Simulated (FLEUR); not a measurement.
Entries from a set of simulations; values are calculated unless marked as measured.

### GdB2Rh3: parallel and opposed starts

It takes space group P6/mmm (No. 191, hexagonal). Conventional cell: a = 5.403 Å, b = 5.403 Å, c = 3.112 Å, α = 90.00°, β = 90.00°, γ = 120.00°. Gd has 2 Gd at 3.11 Å and 12 Rh at 3.12 Å and 6 B at 3.12 Å nearest. Nearest to B lie 6 Rh at 2.20 Å and 5 B at 3.11 to 3.12 Å and 3 Gd at 3.12 Å. Rh has 4 B at 2.20 Å and 6 Rh at 2.70 to 3.11 Å and 4 Gd at 3.12 Å nearest. Farther neighbours are not listed.

- method: LDA (VWN) with U = 6 eV on Gd f; all-electron FLAPW, Dirac cores, scalar-relativistic bands (and 1 further level or step)
- program: FLEUR MaX-R8.1
- settings of one run: kmax 4.08 1/bohr, gmax 12.2 1/bohr, muffin tin radii Gd: 2.8, B: 1.47, Rh: 2.49 bohr, lmax Gd: [10, 8], B: [6, 4], Rh: [10, 8], hist occupations, smearing width 0.08 eV, mixer Anderson, mixing 0.05, max iterations 130, stop 0.0001 me/bohr³, collinear spin, 6×6×10 k-mesh, double counting FLL, mesh matched on, seeded occupations whole cubic f orbitals, Hund's first rule, starting moments 7 0 0 0 0 0 μB
- cost: 3 runs, 15 min in all on 4 MPI ranks of AMD EPYC 9R14 (Zen 4), shared host (the runs of this entry)
- notes: The run is spin-polarised, with a total moment of 7.14 μB a cell. This is the lowest of 2 finished starts, no proof of the ground state.
- lowest state found: ferromagnetic (initial ferro +)
- largest site spin moment: 7.14 μB
- next finished state: antiferromagnetic, 4.78 meV a seeded atom higher
- orbital moment on the atom of largest spin, along its spin (spin–orbit run): -0.00102 μB
- spin plus orbital moment: Gd 7.13 μB

The lowest state found is ferromagnetic, reached from the start ferro +, with moments up to 7.14 μB. The next finished state costs 4.8 meV a seeded atom.

[Hosts, paths, dates, database ids (printed as entryN), source tags and the programs' standing remarks are cut or masked in the printed files.]

[Where a cell is said to come from a database of computed structures, the database is the Materials Project.]
